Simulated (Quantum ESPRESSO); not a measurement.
## FeO (Wuestite): parallel and opposed starts

Wanted: the moments of FeO (Wuestite) and the energy of each order that was tried.

Program: Quantum ESPRESSO 7.5. Level of theory: PBE with U = 4.5 eV on Fe d (ortho-atomic projectors); plane waves with GBRV 1.5 PBE potentials, no spin-orbit coupling. Results are calculated unless marked as measured.

This is a report of a sequence of runs, with most program output left out.

The database entry behind the starting cell differs from later determinations by our own check (inexact against later determinations), so it need not match the best structure at ambient conditions.

## Step 1: The structure

Symmetry: Fm-3m, No. 225, cubic system. Conventional cell: a = 4.311 Å, b = 4.311 Å, c = 4.311 Å, α = 90.00°, β = 90.00°, γ = 90.00°. Nearest to Fe lie 6 O at 2.16 Å. Nearest to O lie 6 Fe at 2.16 Å. Farther neighbours and most contacts between anions are not listed.

The cell comes from the Crystallography Open Database.

## Step 2: Start 1: ferro +

The signs are those of the starting moments on the seeded atoms, the atoms that are given a moment.

pw.in reads:

```
&CONTROL
  calculation = 'scf'
  prefix = 'pwscf'
  outdir = './tmp'
  pseudo_dir = './pseudo'
  disk_io = 'nowf'
/
&SYSTEM
  ibrav = 0
  celldm(1) = 8
  nat = 2
  ntyp = 2
  ecutwfc = 40
  ecutrho = 280
  nbnd = 20
  occupations = 'smearing'
  smearing = 'fd'
  degauss = 0.00367493
  nspin = 2
  starting_magnetization(1) = 0.25
  starting_magnetization(2) = 0
/
&ELECTRONS
  conv_thr = 4d-09
  electron_maxstep = 150
  mixing_beta = 0.3
/
ATOMIC_SPECIES
Fe     55.8450 fe_pbe_v1.5.uspp.F.UPF
O      15.9990 o_pbe_v1.2.uspp.F.UPF
CELL_PARAMETERS alat
   0.0000000000000    0.5091394611273    0.5091394611273
   0.5091394611273    0.0000000000000    0.5091394611273
   0.5091394611273    0.5091394611273    0.0000000000000
ATOMIC_POSITIONS crystal
Fe      0.0000000000    0.0000000000    0.0000000000
O       0.5000000000    0.5000000000    0.5000000000
K_POINTS automatic
10 10 10 0 0 0
HUBBARD {ortho-atomic}
U Fe-3d 4.5000
```

On the command line:

```sh
OMP_NUM_THREADS=1 mpirun -n 4 pw.x -nk 4 -in pw.in > pw.out
```

Wall time 5 s (4 MPI ranks of Arm Neoverse V2, shared host); peak memory 0.26 GiB; 20 s of CPU time.

Spin moment in the atom's sphere by atom:

| atom | spin moment in the atom's sphere (μB) |
| --- | --- |
| Fe1 | 3.59 |
| O2 | 0.23 |

Read from the output:

```yaml
smearing_term_ts: 0.009558 eV
magnetization: 4.003 μB
absolute_magnetization: 4.047 μB
final_state: ferromagnetic
```

Spin density in the ac plane of the conventional cell at fractional y = 0.000, with atoms of Fe and O within 0.2 Å of it.

Values in e/Å³, 14 rows by 14 columns, each cell a mean:
```
6.2 2.7 0.6 0.1 0.0 0.1 0.3 0.4 0.2 0.0 0.0 0.2 1.3 4.4
1.8 0.8 0.2 0.0 0.0 0.0 0.1 0.1 0.1 0.0 0.0 0.1 0.4 1.3
0.3 0.2 0.1 0.0 0.0 0.0 0.0 0.0 0.0 0.0 0.0 0.0 0.1 0.2
0.0 0.0 0.0 0.0 0.0 0.0 0.1 0.1 0.1 0.0 0.0 0.0 0.0 0.0
0.0 0.0 0.0 0.0 0.1 0.2 0.6 0.8 0.4 0.1 0.0 0.0 0.0 0.0
0.2 0.1 0.0 0.0 0.2 0.8 2.7 4.0 1.6 0.4 0.1 0.0 0.1 0.2
0.5 0.2 0.0 0.0 0.3 1.8 6.2 7.9 4.0 0.8 0.1 0.0 0.1 0.4
0.4 0.2 0.0 0.0 0.2 1.3 4.4 6.2 2.7 0.6 0.1 0.0 0.1 0.3
0.1 0.1 0.0 0.0 0.1 0.4 1.3 1.8 0.8 0.2 0.0 0.0 0.0 0.1
0.0 0.0 0.0 0.0 0.0 0.1 0.2 0.3 0.2 0.1 0.0 0.0 0.0 0.0
0.1 0.1 0.0 0.0 0.0 0.0 0.0 0.0 0.0 0.0 0.0 0.0 0.0 0.1
0.8 0.4 0.1 0.0 0.0 0.0 0.0 0.0 0.0 0.0 0.0 0.1 0.2 0.6
4.0 1.6 0.4 0.1 0.0 0.1 0.2 0.2 0.1 0.0 0.0 0.2 0.8 2.7
7.9 4.0 0.8 0.1 0.0 0.1 0.4 0.5 0.2 0.0 0.0 0.3 1.8 6.2
```
Columns run along a (4.3 Å), rows up along c (4.3 Å), edges of the conventional cell, whose origin can differ from the input's. Atoms in or near the plane, at fractional coordinates: Fe at (0.00, 0.00), Fe at (0.50, 0.50), O at (0.50, 0.00), O at (0.00, 0.50).

Valence density in the ac plane of the conventional cell at fractional y = 0.000, with atoms of Fe and O within 0.2 Å of it. It is the smooth field of the valence electrons, not physical close to the nuclei.

Values in e/Å³, 14 rows by 14 columns, each cell a mean:
```
22 11  2  0  1  2  5  6  4  1  0  1  4 18
 6  3  1  0  0  1  2  2  1  1  0  0  1  4
 1  1  0  0  0  0  1  1  1  0  0  0  0  1
 0  0  0  0  0  0  0  0  0  0  0  0  0  0
 1  1  0  0  0  1  2  2  1  0  0  0  1  1
 4  3  1  0  1  3 11 15  7  1  0  1  1  4
 7  4  1  0  1  6 22 22 15  2  0  1  2  6
 6  4  1  0  1  4 18 22 11  2  0  1  2  5
 2  1  1  0  0  1  4  6  3  1  0  0  1  2
 1  1  0  0  0  0  1  1  1  0  0  0  0  1
 0  0  0  0  0  0  0  0  0  0  0  0  0  0
 2  1  0  0  0  1  1  1  1  0  0  0  1  2
15  7  1  0  1  1  4  4  3  1  0  1  3 11
22 15  2  0  1  2  6  7  4  1  0  1  6 22
```
Columns run along a (4.3 Å), rows up along c (4.3 Å), edges of the conventional cell, whose origin can differ from the input's. Atoms in or near the plane, at fractional coordinates: Fe at (0.00, 0.00), Fe at (0.50, 0.50), O at (0.50, 0.00), O at (0.00, 0.50).

## Step 3: Start 2: antiferro q=(0,1/2,1/2) +−

The cell is doubled to 4 atoms to hold this order. The wavevector q is in fractions of the reciprocal vectors of the crystal's primitive cell, as the cells of these inputs are built from it; moments change sign between cells as cos(2π q·R).

pw.in reads:

```
&CONTROL
  calculation = 'scf'
  prefix = 'pwscf'
  outdir = './tmp'
  pseudo_dir = './pseudo'
  disk_io = 'nowf'
/
&SYSTEM
  ibrav = 0
  celldm(1) = 8
  nat = 4
  ntyp = 3
  ecutwfc = 40
  ecutrho = 280
  nbnd = 31
  occupations = 'smearing'
  smearing = 'fd'
  degauss = 0.00367493
  nspin = 2
  starting_magnetization(1) = 0.25
  starting_magnetization(2) = -0.25
  starting_magnetization(3) = 0
/
&ELECTRONS
  conv_thr = 8d-09
  electron_maxstep = 150
  mixing_beta = 0.3
/
ATOMIC_SPECIES
Fe1    55.8450 fe_pbe_v1.5.uspp.F.UPF
Fe2    55.8450 fe_pbe_v1.5.uspp.F.UPF
O      15.9990 o_pbe_v1.2.uspp.F.UPF
CELL_PARAMETERS alat
   0.0000000000000    0.5091394611273    0.5091394611273
   1.0182789222546    0.0000000000000    1.0182789222546
   1.0182789222546    0.5091394611273    0.5091394611273
ATOMIC_POSITIONS crystal
Fe1     0.0000000000    0.0000000000    0.0000000000
Fe2     0.0000000000    0.5000000000    0.0000000000
O       0.5000000000    0.0000000000    0.5000000000
O       0.5000000000    0.5000000000    0.5000000000
K_POINTS automatic
10 5 10 0 0 0
HUBBARD {ortho-atomic}
U Fe1-3d 4.5000
U Fe2-3d 4.5000
```

The job ended after 51 s (4 MPI ranks; peak memory 0.45 GiB).

Spin moment in the atom's sphere by atom:

| atom | spin moment in the atom's sphere (μB) |
| --- | --- |
| Fe1 | 3.54 |
| Fe2 | -3.54 |
| O3 | -0.08 |
| O4 | 0.08 |

This step gave:

```
smearing term TS       : 0.05085 eV
magnetization          : 0 μB
absolute magnetization : 7.754 μB
final state            : antiferromagnetic
```

Spin density in the ac plane of the conventional cell at fractional y = 0.000, with atoms of Fe and O within 0.2 Å of it.

Ten even steps from '0' (-7.7 e/Å³) to '9' (7.7 e/Å³), each cell a mean:
```
86555444445557
65555444445555
55554444445555
55544444444555
55544444444455
55544432344455
55544310244555
55544421344455
55544443444455
55544444444555
55554444445555
55555444445555
76555444445556
97554444445568
```
Columns run along a (4.3 Å), rows up along c (4.3 Å), edges of the conventional cell, whose origin can differ from the input's. Atoms in or near the plane, at fractional coordinates: Fe at (0.00, 0.00), Fe at (0.50, 0.50), O at (0.50, 0.00), O at (0.00, 0.50).

Valence density in the ac plane of the conventional cell at fractional y = 0.000, with atoms of Fe and O within 0.2 Å of it. It is the smooth field of the valence electrons, not physical close to the nuclei.

Values in e/Å³, 14 rows by 14 columns, each cell a mean:
```
21 11  2  0  1  2  5  6  4  1  0  1  4 18
 6  3  1  0  0  1  2  2  1  1  0  0  1  5
 1  1  0  0  0  0  1  1  1  0  0  0  0  1
 0  0  0  0  0  0  0  0  0  0  0  0  0  0
 1  1  0  0  0  1  2  2  1  0  0  0  1  1
 4  3  1  0  1  3 11 15  7  1  0  1  1  4
 7  4  1  0  1  6 22 22 15  2  0  1  2  6
 6  4  1  0  1  4 18 21 11  2  0  1  2  5
 2  1  1  0  0  1  5  6  3  1  0  0  1  2
 1  1  0  0  0  0  1  1  1  0  0  0  0  1
 0  0  0  0  0  0  0  0  0  0  0  0  0  0
 2  1  0  0  0  1  1  1  1  0  0  0  1  2
15  7  1  0  1  1  4  4  3  1  0  1  3 11
22 15  2  0  1  2  6  7  4  1  0  1  6 22
```
Columns run along a (4.3 Å), rows up along c (4.3 Å), edges of the conventional cell, whose origin can differ from the input's. Atoms in or near the plane, at fractional coordinates: Fe at (0.00, 0.00), Fe at (0.50, 0.50), O at (0.50, 0.00), O at (0.00, 0.50).

## Step 4: Run 3, typed as antiferro q=(0,0,1/2) +−

The cell is doubled to 4 atoms to hold this order.

pw.in, as its differences from that of step 3:

```diff
@@ -34,11 +34,11 @@
    0.0000000000000    0.5091394611273    0.5091394611273
-   1.0182789222546    0.0000000000000    1.0182789222546
-   1.0182789222546    0.5091394611273    0.5091394611273
+   0.5091394611273    0.0000000000000    0.5091394611273
+   1.0182789222546    1.0182789222546    0.0000000000000
 ATOMIC_POSITIONS crystal
 Fe1     0.0000000000    0.0000000000    0.0000000000
-Fe2     0.0000000000    0.5000000000    0.0000000000
-O       0.5000000000    0.0000000000    0.5000000000
-O       0.5000000000    0.5000000000    0.5000000000
+Fe2     0.0000000000    0.0000000000    0.5000000000
+O       0.5000000000    0.5000000000    0.2500000000
+O       0.5000000000    0.5000000000    0.7500000000
 K_POINTS automatic
-10 5 10 0 0 0
+10 10 5 0 0 0
 HUBBARD {ortho-atomic}
```

Run time: 21 s. Hardware: 4 MPI ranks; peak memory 0.4 GiB.

Spin moment in the atom's sphere by atom:

| atom | spin moment in the atom's sphere (μB) |
| --- | --- |
| Fe1 | 3.49 |
| Fe2 | -3.49 |
| O3 | 0.00 |
| O4 | 0.00 |

Read from the output:

* smearing term TS: 0.02531 eV
* magnetization: 0 μB
* absolute magnetization: 7.563 μB
* final state: antiferromagnetic

## Step 5: Run 4 (no spin polarisation)

pw.in reads:

```
&CONTROL
  calculation = 'scf'
  prefix = 'pwscf'
  outdir = './tmp'
  pseudo_dir = './pseudo'
  disk_io = 'nowf'
/
&SYSTEM
  ibrav = 0
  celldm(1) = 8
  nat = 2
  ntyp = 2
  ecutwfc = 40
  ecutrho = 280
  nbnd = 18
  occupations = 'smearing'
  smearing = 'fd'
  degauss = 0.00367493
/
&ELECTRONS
  conv_thr = 4d-09
  electron_maxstep = 150
  mixing_beta = 0.3
/
ATOMIC_SPECIES
Fe     55.8450 fe_pbe_v1.5.uspp.F.UPF
O      15.9990 o_pbe_v1.2.uspp.F.UPF
CELL_PARAMETERS alat
   0.0000000000000    0.5091394611273    0.5091394611273
   0.5091394611273    0.0000000000000    0.5091394611273
   0.5091394611273    0.5091394611273    0.0000000000000
ATOMIC_POSITIONS crystal
Fe      0.0000000000    0.0000000000    0.0000000000
O       0.5000000000    0.5000000000    0.5000000000
K_POINTS automatic
10 10 10 0 0 0
HUBBARD {ortho-atomic}
U Fe-3d 4.5000
```

Run time: 2.7 s. Hardware: 4 MPI ranks; peak memory 0.24 GiB.

Numbers from this step:

| Property | Result |
| --- | --- |
| smearing term TS | 9.55e-11 eV |
| final state | non-magnetic (no spin polarisation) |

## Step 6: The states side by side

An order is kept where moments of 0.15 μB or more survive with the typed signs; meshes match where a doubled cell samples the same k points as the first cell.

Orders:

| start | final state | typed order kept | energy over the lowest (meV a seeded atom) | largest site moment (μB) | net moment (μB a cell of the first run) | mesh matched | CPU time (s) |
| --- | --- | --- | --- | --- | --- | --- | --- |
| ferro + | ferromagnetic | yes | 60.44 | 3.588 | 4.003 | yes | 19.64 |
| antiferro q=(0,1/2,1/2) +- | antiferromagnetic | yes | 340.4 | 3.544 | 0 | yes | 202.9 |
| antiferro q=(0,0,1/2) +- | antiferromagnetic | yes | 0 | 3.495 | 0 | yes | 84.67 |
| no spin polarisation | non-magnetic | - | 1159 | 0 | 0 | yes | 10.38 |

## Step 7: Fillings of the first corrected shells

| start | type | spin | occupation numbers |
| --- | --- | --- | --- |
| ferro + | Fe | up | 0.989 0.989 0.989 0.994 0.994 |
| ferro + | Fe | down | 0.092 0.092 0.330 0.330 0.330 |
| antiferro q=(0,1/2,1/2) +- | Fe1 | up | 0.987 0.987 0.989 0.992 0.992 |
| antiferro q=(0,1/2,1/2) +- | Fe1 | down | 0.085 0.088 0.317 0.350 0.350 |
| antiferro q=(0,1/2,1/2) +- | Fe2 | up | 0.085 0.088 0.317 0.350 0.350 |
| antiferro q=(0,1/2,1/2) +- | Fe2 | down | 0.987 0.987 0.989 0.992 0.992 |
| antiferro q=(0,0,1/2) +- | Fe1 | up | 0.986 0.986 0.989 0.990 0.990 |
| antiferro q=(0,0,1/2) +- | Fe1 | down | 0.041 0.095 0.095 0.491 0.491 |
| antiferro q=(0,0,1/2) +- | Fe2 | up | 0.041 0.095 0.095 0.491 0.491 |
| antiferro q=(0,0,1/2) +- | Fe2 | down | 0.986 0.986 0.989 0.990 0.990 |

## Step 8: What came out

```
moments, largest by run                         : 3.59, 3.54, 3.49, 0 μB
spread of the energies of the runs with moments : 340 meV a seeded atom
```

Under a U these runs seem to end in unlike orbital states: the fillings of their corrected shells differ, or their energies lie too far apart for exchange alone. The differences are then no exchange energies, and the ranking says little of the magnetic order. Seeding all runs from one set of occupation matrices is the usual remedy. The smearing term is large for its width, so states at the Fermi level are partly filled: at this level the cell is a metal or has a gap of a few widths at most. Degenerate orbitals of a corrected shell are partly filled. Whether a state of lower symmetry lies under this one was not tested; under a U it often does.

[Logs and program files are shortened in this print: banners, set-up blocks, solver, clock and traceback lines can be left out without a mark of their own.]

[Logs are printed without paths, hosts, clocks, repeated set-up lines and the standing remarks that a program may print on its own settings, such as how far it seeks lower states.]

[Hosts, paths, dates, database ids (printed as entryN), source tags and the programs' standing remarks are cut or masked in the printed files.]

[Where a cell is said to come from a database of computed structures, the database is the Materials Project.]
